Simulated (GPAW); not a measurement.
# Polarising WGe2P4 monolayer with a field along the normal

The dipole of the cell at several fields, atoms fixed. What does the strongest field give, and what length does the slope stand for?

Set-up. GPAW 26.7.0, plane waves (400 eV), PAW setups, PBE, 9×9 mesh, a dipole layer in the vacuum; geometry relaxed without an applied field with GPAW. The cell's area is 10.86 Å², and e/ε0 = 180.95 V Å.

The runs, one held back:

```
field (V/Å)  dipole (e Å)
       −0.2       −0.1390
       −0.1       −0.0695
      −0.05       −0.0348
       0.05        0.0348
        0.1        0.0695
        0.2        0.1390
        0.3             ?
```

To predict: What is the dipole at 0.3 V/Å?

Worked answer. A line through the 6 points has the slope α = 0.695 e Å per V/Å and the intercept p₀ = 0.0000 e Å (r.m.s. residual 2.8e−05). At 0.3 V/Å it gives p = 0.0000 + 0.695 × 0.3 = 0.2085 e Å; the run gives 0.2085 e Å, so the response stays linear to 0.0 % of the induced part. Dividing by ε0 and the area: α/(ε0 A) = 0.695 × 180.95 / 10.86 = 11.58 Å, against 9.71 Å between the outer nuclei.

**Limits.** This is the electronic response alone; ions that move would add to it in polar layers. No run was spin-polarised, so magnetic states weren't tested. Spin-orbit coupling is left out, which matters for the heavier atoms here.

[Logs are printed without paths, hosts, clocks, repeated set-up lines and the standing remarks that a program may print on its own settings, such as how far it seeks lower states.]
